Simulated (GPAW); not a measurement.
# A Rh chain with a Cl atom on top of one atom: converging a transmission, part 5 of 5

Aim: the cheapest settings that leave the conductance of a Rh chain with a Cl atom on top of one atom unchanged.

GPAW 26.7.0; GPAW LCAO, PAW setups; Landauer transmission from Green's functions with principal layers (ASE), zero bias.

So far, conductance (G₀): step 2 (the reference run) 3.16; step 11 (energies [-3, 3, 0.025] eV) 3.11; step 12 (energies [-3, 3, 0.0125] eV) 3.10; step 14 (SCF mesh 1×1×1) 3.22; step 15 (SCF mesh 1×1×2) 3.16.

### 18. Varying the density threshold: conv = 0.1

The Hamiltonian is taken from the last density. The density threshold is one of the tests that end the cycle; the energy must settle too, so a loose value may not be the test that decides.

This step: GPAW LCAO, PAW setups; Landauer transmission from Green's functions with principal layers (ASE), zero bias (GPAW 26.7.0).

run.py reads:

```python
import json
import numpy as np
from ase import Atoms
from ase.transport.calculators import TransportCalculator
from gpaw import GPAW, FermiDirac
from gpaw.lcao.tools import get_lcao_hamiltonian
from scipy.linalg import eigh

# The junction with lead layers at both ends, along the third cell vector
device = Atoms(
    ['Rh', 'Rh', 'Rh', 'Rh', 'Rh', 'Rh', 'Rh', 'Rh', 'Cl', 'Rh', 'Rh', 'Rh', 'Rh', 'Rh', 'Rh', 'Rh'],
    positions=[
        [4.50000, 4.50000, 1.15000],
        [4.50000, 4.50000, 3.45000],
        [4.50000, 4.50000, 5.75000],
        [4.50000, 4.50000, 8.05000],
        [4.50000, 4.50000, 10.35000],
        [4.50000, 4.50000, 12.65000],
        [4.50000, 4.50000, 14.95000],
        [4.50000, 4.50000, 17.25000],
        [6.44080, 4.50000, 17.25000],
        [4.50000, 4.50000, 19.55000],
        [4.50000, 4.50000, 21.85000],
        [4.50000, 4.50000, 24.15000],
        [4.50000, 4.50000, 26.45000],
        [4.50000, 4.50000, 28.75000],
        [4.50000, 4.50000, 31.05000],
        [4.50000, 4.50000, 33.35000]],
    cell=[[9.0, 0.0, 0.0], [0.0, 9.0, 0.0], [0.0, 0.0, 34.5]],
    pbc=True)

# One principal layer of the lead: the first 5 atoms of the device
lead = Atoms(
    ['Rh', 'Rh', 'Rh', 'Rh', 'Rh'],
    positions=[
        [4.50000, 4.50000, 1.15000],
        [4.50000, 4.50000, 3.45000],
        [4.50000, 4.50000, 5.75000],
        [4.50000, 4.50000, 8.05000],
        [4.50000, 4.50000, 10.35000]],
    cell=[[9.0, 0.0, 0.0], [0.0, 9.0, 0.0], [0.0, 0.0, 11.5]],
    pbc=True)

settings = dict(mode='lcao', basis='dzp', xc='PBE', h=0.2,
                occupations=FermiDirac(0.1), maxiter=250,
                mixer=dict(beta=0.1, nmaxold=8, weight=100.0),
                convergence=dict(density=0.1))
energies = np.arange(-3, 3 + 1e-9, 0.075)
eta = 0.0001
n1, n2 = 1, 1
# k and -k transmit alike, so half of the mesh across the current serves
mesh = [(i, j) for i in range(n1) for j in range(n2) if (i, j) <= (-i % n1, -j % n2)]
weights = np.array([1 if (i, j) == (-i % n1, -j % n2) else 2 for i, j in mesh]) / (n1 * n2)


def ground_state(atoms, size, txt):
    atoms.calc = GPAW(kpts={'size': size, 'gamma': True}, symmetry={'tolerance': 1e-3}, txt=txt, **settings)
    atoms.get_potential_energy()
    return atoms.calc.get_fermi_level()


def blocks(atoms, fermi, points, nz, cells):
    """H - E_F S and S between cell 0 and the cells above it, at each point across the current."""
    kz = np.arange(nz) / nz
    calc = atoms.calc.fixed_density(kpts=[(*k, z) for k in points for z in kz], symmetry='off', txt=None)
    H, S = get_lcao_hamiltonian(calc)
    H = (H - fermi * S).reshape(len(H), len(points), nz, *S.shape[1:])
    S = S.reshape(H.shape[1:])
    phases = [np.exp(-2j * np.pi * kz * R) / nz for R in cells]
    return [(np.einsum('skzij,z->ksij', H, p), np.einsum('kzij,z->kij', S, p)) for p in phases]


def pair(a, b):
    return np.block([[a, b], [b.T.conj(), a]])


def count_channels(h, s, cells, nk=240):
    """Half the number of times that the lead's bands cross each energy, unfolded to its shortest repeat."""
    b = len(h) // cells
    bands = []
    for k in (np.arange(nk + 1) + 0.5) / nk:
        hk, sk = h[:b, :b].copy(), s[:b, :b].copy()
        for R in range(1, cells):
            phase, block = np.exp(2j * np.pi * k * R), slice(R * b, (R + 1) * b)
            hk += h[:b, block] * phase + (h[:b, block] * phase).T.conj()
            sk += s[:b, block] * phase + (s[:b, block] * phase).T.conj()
        bands.append(eigh(hk, sk, eigvals_only=True))
    below = np.array(bands)[:, :, None] < energies
    return (below[1:] != below[:-1]).sum((0, 1)) / 2


fermi_lead = ground_state(lead, (1, 1, 10), 'lead.txt')
fermi_device = ground_state(device, (1, 1, 3), 'device.txt')
T, channels, eigen, tail, misfit, shifts = [], [], [], 0.0, 0.0, []
for first in range(0, len(mesh), 434):
    points = [(i / n1, j / n2) for i, j in mesh[first:first + 434]]
    (H0k, S0k), (H1k, S1k), (H2k, _) = blocks(lead, fermi_lead, points, 5, range(3))
    [(Hk, Sk)] = blocks(device, fermi_device, points, 2, [0])
    tail = max(tail, abs(H2k).max())
    for H0, S0, H1, S1, H, S in zip(H0k, S0k, H1k, S1k, Hk, Sk):
        n = len(S0)
        # Shift the lead onto the potential of the device's first layer
        shift = ((H[:, 0, 0] - H0[:, 0, 0]) / S0[0, 0]).real.mean()
        shifts.append(shift)
        misfit = max(misfit, abs(H[:, :n, :n] - H0 - shift * S0).max())
        Tk, Ck, Ek = [], [], []
        for s in range(len(H)):
            t = s % len(H0)  # a lead without moments serves both spins
            h1, s1 = pair(H0[t] + shift * S0, H1[t] + shift * S1), pair(S0, S1)
            leads = dict(h1=h1, s1=s1, energies=energies, eta=eta, eta1=eta, eta2=eta)
            calc = TransportCalculator(h=H[s], s=S, eigenchannels=0, **leads)
            Tk.append(calc.get_transmission())
            Ck.append(count_channels(h1, s1, 10))
        T.append(Tk)
        channels.append(Ck)
        eigen.append(Ek)
T, channels = np.array(T), np.array(channels)
mean, open_channels = np.einsum('kse,k->se', T, weights), np.einsum('kse,k->se', channels, weights)

print(f'basis functions: device {len(S)}, principal layer {n}')
print(f'Fermi level: lead {fermi_lead:.4f} eV, device {fermi_device:.4f} eV; lead shifted by {np.mean(shifts):.4f} eV')
print(f'largest coupling past the next layer {tail:.2e} eV, largest misfit of the first layer {misfit:.3f} eV')
print('  E-E_F (eV)   ' + 'T (one spin)  channels')
for e, t, c in zip(energies, mean.T, open_channels.T):
    print(f'{e:10.3f}  ', *[f'{x:11.4e}' for x in t], *[f'{x:9.4f}' for x in c])

kT = 8.617333e-5 * 300
fine = np.linspace(energies[0], energies[-1], 4001)
both = np.exp(np.interp(fine, energies, np.log(np.maximum(mean.sum(0) * 2 / len(mean), 1e-30))))
fermi = lambda mu: 1 / (1 + np.exp(np.clip((fine - mu) / kT, -200, 200)))
slope = fermi(0) * (1 - fermi(0)) / kT
G = np.trapezoid(both * slope, fine) / 2
seebeck = -np.trapezoid(both * slope * fine, fine) / (2 * G * 300) * 1e6
print(f'conductance at 300 K: {G:.5g} G0 a cell; thermopower {seebeck:.4g} uV/K')
bias = [0.1, 0.2, 0.5, 1.0, 1.5, 2.0]
current = [38.74 * np.trapezoid(both * (fermi(V / 2) - fermi(-V / 2)), fine) for V in bias]
for V, I in zip(bias, current):
    print(f'current from the zero-bias T(E) at {V} V: {I:.5g} uA')
zero = abs(energies).argmin()
json.dump(dict(energies=energies.tolist(), T=mean.tolist(), channels=open_channels.tolist(), G=G, seebeck=seebeck,
               bias=bias, current=current, tail=tail, misfit=misfit, shift=np.mean(shifts), n_device=len(S), n_lead=n,
               fermi=[fermi_lead, fermi_device], energy=device.get_potential_energy(),
               moments=device.get_magnetic_moments().tolist(), mesh=mesh, weights=weights.tolist(),
               T_k=T[:, :, zero].tolist(), eigen=np.array(eigen[0]).tolist()), open('result.json', 'w'))
```

The run is started by

```
$ OMP_NUM_THREADS=1 OPENBLAS_NUM_THREADS=2 python run.py
```

What it wrote:

```text
basis functions: device 418, principal layer 135
Fermi level: lead -3.7247 eV, device -3.8037 eV; lead shifted by 0.0568 eV
largest coupling past the next layer 2.07e-04 eV, largest misfit of the first layer 0.423 eV
  E-E_F (eV)   T (one spin)  [channel counts left out]
    -3.000    1.7826e+00
    -2.925    1.9389e+00
    -2.850    1.9975e+00
    -2.775    1.9751e+00
    -2.700    1.9370e+00
    -2.625    1.9153e+00
    -2.550    1.9123e+00
    -2.475    1.9262e+00
    -2.400    1.9228e+00
    -2.325    1.9335e+00
    -2.250    1.9431e+00
    -2.175    1.9555e+00
    -2.100    1.9751e+00
    -2.025    2.0069e+00
    -1.950    2.0563e+00
    -1.875    2.1273e+00
[...]
2.475    9.7885e-01
     2.550    9.9754e-01
     2.625    9.9741e-01
     2.700    9.8886e-01
     2.775    9.7661e-01
     2.850    9.6256e-01
     2.925    9.4676e-01
     3.000    9.4071e-01
conductance at 300 K: 2.6888 G0 a cell; thermopower -9.492 uV/K
current from the zero-bias T(E) at 0.1 V: 20.666 uA
current from the zero-bias T(E) at 0.2 V: 41.054 uA
current from the zero-bias T(E) at 0.5 V: 108.23 uA
current from the zero-bias T(E) at 1.0 V: 236.91 uA
current from the zero-bias T(E) at 1.5 V: 365.38 uA
current from the zero-bias T(E) at 2.0 V: 480.15 uA
```

Elapsed: 2.7 min, on 2 threads of Intel Xeon Platinum 8259CL at 2.50GHz (Skylake/Cascade Lake), shared host; peak memory 1.4 GiB.

Numbers from this step:

```
conductance                                 : 2.689 G₀
largest misfit of the first principal layer : 0.4230 eV
shift that aligns the lead                  : 0.05677 eV
transmission at the Fermi level (one spin)  : 2.868
```

One spin. The transmission, zone mean by energy, zero at the Fermi level:

energy (eV), transmission, zone mean and a bar:
```
  -3.0000       1.78 ############
  -2.7750       1.98 ##############
  -2.4750       1.93 #############
  -2.2500       1.94 #############
  -2.0250       2.01 ##############
  -1.7250       2.33 ################
  -1.5000       2.69 ##################
  -1.2750       2.89 ####################
  -0.9750       2.98 #####################
  -0.7500       3.58 #########################
  -0.6750       3.86 ###########################
  -0.5250       3.51 ########################
  -0.3750       4.36 ##############################
  -0.2250       3.20 ######################
   0.0000       2.87 ####################
   0.2250       2.85 ####################
   0.5250       2.98 #####################
   0.7500       2.84 ####################
   0.9750       2.25 ###############
   1.2750       0.42 ###
   1.5000       0.38 ###
   1.7250       0.28 ##
   2.0250       0.01 
   2.2500       0.53 ####
   2.4750       0.98 #######
   2.7750       0.98 #######
   3.0000       0.94 ######
```

Not self-consistent under bias; the bias window is split evenly. The current through one cell, from the zero-bias transmission by bias:

```
bias (V)  current through one cell, from the zero-bias transmission (μA)
   0.100                                                            20.7
   0.200                                                            41.1
   0.500                                                             108
   1.000                                                             237
   1.500                                                             365
   2.000                                                             480
```

The conductance, 2.69 G₀, lies 15 % below that of the base run. The first layer now differs from the lead by 0.42 eV after a shift of 0.057 eV, a far poorer match of lead and junction than at the start, whatever the conductance shows.

### 19. Density threshold: conv = 0.01

Changes to run.py since step 18:

```diff
@@ -46,3 +46,3 @@
                 mixer=dict(beta=0.1, nmaxold=8, weight=100.0),
-                convergence=dict(density=0.1))
+                convergence=dict(density=0.01))
 energies = np.arange(-3, 3 + 1e-9, 0.075)
```

What it wrote:

```text
basis functions: device 418, principal layer 135
Fermi level: lead -3.7247 eV, device -3.6605 eV; lead shifted by 0.0177 eV
largest coupling past the next layer 2.07e-04 eV, largest misfit of the first layer 0.129 eV
  E-E_F (eV)   T (one spin)  [channel counts left out]
    -3.000    2.0073e+00
    -2.925    2.0018e+00
    -2.850    1.9945e+00
    -2.775    1.9864e+00
    -2.700    1.9784e+00
    -2.625    1.9714e+00
    -2.550    1.9674e+00
    -2.475    1.9588e+00
    -2.400    1.9696e+00
    -2.325    1.9877e+00
    -2.250    2.0216e+00
    -2.175    2.0763e+00
    -2.100    2.1548e+00
    -2.025    2.2566e+00
    -1.950    2.3758e+00
    -1.875    2.5021e+00
[...]
2.475    9.9380e-01
     2.550    9.8748e-01
     2.625    9.8053e-01
     2.700    9.7338e-01
     2.775    9.6604e-01
     2.850    9.5800e-01
     2.925    9.4697e-01
     3.000    1.5199e+00
conductance at 300 K: 3.0383 G0 a cell; thermopower 4.563 uV/K
current from the zero-bias T(E) at 0.1 V: 23.65 uA
current from the zero-bias T(E) at 0.2 V: 47.926 uA
current from the zero-bias T(E) at 0.5 V: 126.48 uA
current from the zero-bias T(E) at 1.0 V: 262.35 uA
current from the zero-bias T(E) at 1.5 V: 393.95 uA
current from the zero-bias T(E) at 2.0 V: 504.42 uA
```

It took 3.7 min on 2 threads; peak memory 1.4 GiB.

Numbers from this step:

```yaml
conductance: 3.038 G₀
largest_misfit_of_the_first_principal_layer: 0.1288 eV
shift_that_aligns_the_lead: 0.01770 eV
transmission_at_the_fermi_level_one_spin: 2.986
```

One spin. Table of transmission, zone mean by energy, zero at the Fermi level:

energy (eV), transmission, zone mean and a bar:
```
    -3.00       2.01 ##############
    -2.85       1.99 ##############
    -2.70       1.98 ##############
    -2.55       1.97 ##############
    -2.33       1.99 ##############
    -2.17       2.08 ##############
    -2.02       2.26 ################
    -1.88       2.50 #################
    -1.73       2.73 ###################
    -1.57       2.87 ####################
    -1.35       2.96 #####################
    -1.27       2.96 #####################
    -1.20       2.25 ################
    -1.05       3.08 #####################
    -0.90       3.64 #########################
    -0.75       3.91 ###########################
    -0.60       4.09 ############################
    -0.38       4.29 ##############################
    -0.30       4.31 ##############################
    -0.23       4.00 ############################
    -0.07       3.19 ######################
     0.00       2.99 #####################
     0.07       2.97 #####################
     0.23       2.93 ####################
     0.38       2.92 ####################
     0.53       2.88 ####################
     0.60       2.83 ####################
     0.75       2.63 ##################
     0.90       2.17 ###############
     1.05       1.18 ########
     1.20       0.37 ##
     1.35       0.30 ##
     1.57       0.15 #
     1.73       0.02 
     1.88       0.14 #
     2.02       0.69 #####
     2.17       0.95 #######
     2.33       1.00 #######
     2.55       0.99 #######
     2.70       0.97 #######
     2.85       0.96 #######
     3.00       1.52 ##########
```

Not self-consistent under bias; the bias window is split evenly. Current through one cell, from the zero-bias transmission against bias:

```
bias (V)  current through one cell, from the zero-bias transmission (mA)
   0.100                                                          0.0236
   0.200                                                          0.0479
   0.500                                                           0.126
   1.000                                                           0.262
   1.500                                                           0.394
   2.000                                                           0.504
```

The conductance, 3.04 G₀, lies 3.9 % below that of the base run.

### 20. Varying the density threshold: conv = 0.001

Changes to run.py since step 19:

```diff
@@ -46,3 +46,3 @@
                 mixer=dict(beta=0.1, nmaxold=8, weight=100.0),
-                convergence=dict(density=0.01))
+                convergence=dict(density=0.001))
 energies = np.arange(-3, 3 + 1e-9, 0.075)
```

What it wrote:

```text
basis functions: device 418, principal layer 135
Fermi level: lead -3.7263 eV, device -3.6527 eV; lead shifted by 0.0017 eV
largest coupling past the next layer 2.07e-04 eV, largest misfit of the first layer 0.044 eV
  E-E_F (eV)   T (one spin)  [channel counts left out]
    -3.000    2.0011e+00
    -2.925    1.9983e+00
    -2.850    1.9961e+00
[...]
2.925    9.4569e-01
     3.000    1.3810e+00
conductance at 300 K: 3.167 G0 a cell; thermopower 10.17 uV/K
current from the zero-bias T(E) at 0.1 V: 24.767 uA
current from the zero-bias T(E) at 0.2 V: 50.503 uA
current from the zero-bias T(E) at 0.5 V: 132.35 uA
current from the zero-bias T(E) at 1.0 V: 271.46 uA
current from the zero-bias T(E) at 1.5 V: 402.8 uA
current from the zero-bias T(E) at 2.0 V: 516.77 uA
```

Wall time 4.7 min (2 threads); peak memory 1.4 GiB.

The conductance, 3.17 G₀, lies 0.2 % above that of the base run.

### 21. Density threshold: conv = 1e-06

Changes to run.py since step 20:

```diff
@@ -46,3 +46,3 @@
                 mixer=dict(beta=0.1, nmaxold=8, weight=100.0),
-                convergence=dict(density=0.001))
+                convergence=dict(density=1e-06))
 energies = np.arange(-3, 3 + 1e-9, 0.075)
```

What it wrote:

```text
basis functions: device 418, principal layer 135
Fermi level: lead -3.7264 eV, device -3.6524 eV; lead shifted by 0.0011 eV
largest coupling past the next layer 2.07e-04 eV, largest misfit of the first layer 0.044 eV
  E-E_F (eV)   T (one spin)  [channel counts left out]
    -3.000    2.0021e+00
    -2.925    1.9994e+00
    -2.850    1.9970e+00
[...]
2.925    9.4557e-01
     3.000    1.3767e+00
conductance at 300 K: 3.1638 G0 a cell; thermopower 9.935 uV/K
current from the zero-bias T(E) at 0.1 V: 24.738 uA
current from the zero-bias T(E) at 0.2 V: 50.443 uA
current from the zero-bias T(E) at 0.5 V: 132.39 uA
current from the zero-bias T(E) at 1.0 V: 271.72 uA
current from the zero-bias T(E) at 1.5 V: 403.4 uA
current from the zero-bias T(E) at 2.0 V: 517.84 uA
```

The job ended after 8.5 min (2 threads; peak memory 1.4 GiB).

The conductance equals that of the base run to 0.2 %.

### 22. Convergence in the density threshold

The runs and the base run on one axis.

This step: convergence of the conductance (GPAW 26.7.0).

Conductance against log10 of the density threshold:

```
log10 of the density threshold  conductance (G₀)
                         -6.00              3.16
                         -4.00              3.16
                         -3.00              3.17
                         -2.00              3.04
                         -1.00              2.69
```

### 23. Results

```yaml
conductance_at_the_base_settings: 3.16 G₀
range_over_the_width_of_the_vacuum_box_5_to_13_a: 3.15 to 3.16 G₀
range_over_the_energy_step_0p0125_to_0p2_ev: 3.10 to 3.16 G₀
range_over_the_k_points_along_the_junction_cell_1_to_6: 3.16 to 3.22 G₀
range_over_the_density_threshold_1p0e_6_to_0p1: 2.69 to 3.17 G₀
```

What this shows: At the base settings the conductance, averaged at 300 K, is 3.16 G₀. In the width of the vacuum box, no value tried moves the conductance by 3 %. In the energy step, no value tried moves the conductance by 3 %. In the k-points along the junction cell, no value tried moves the conductance by 3 %. In the density threshold, 0.001 already gives the conductance within 3 % of the finest value tried; currents at finite bias may need more. Over the ranges tried, the density threshold moves it most, counted as a ratio. The geometry was built from estimated bond lengths and not relaxed, so the numbers describe this model structure. The run had no spin polarisation, so a magnetic state, which chains and small molecules with open shells often have, wasn't tested. An evenly spaced straight chain is an idealisation: free chains tend to dimerise, zigzag or, where a band edge lies near the Fermi level, turn magnetic. The currents use the zero-bias T(E) throughout, which holds only while the bias is small against the distance to the nearest feature. Within about eight thermal energies of the Fermi level ln T(E) bends sharply from one computed energy to the next, or the lead's channel count changes, so the thermal averages, above all the thermopower, rest on an interpolation that may be rough.

[Logs are printed without paths, hosts, clocks, repeated set-up lines and the standing remarks that a program may print on its own settings, such as how far it seeks lower states.]

[Hosts, paths, dates, database ids (printed as entryN), source tags and the programs' standing remarks are cut or masked in the printed files.]
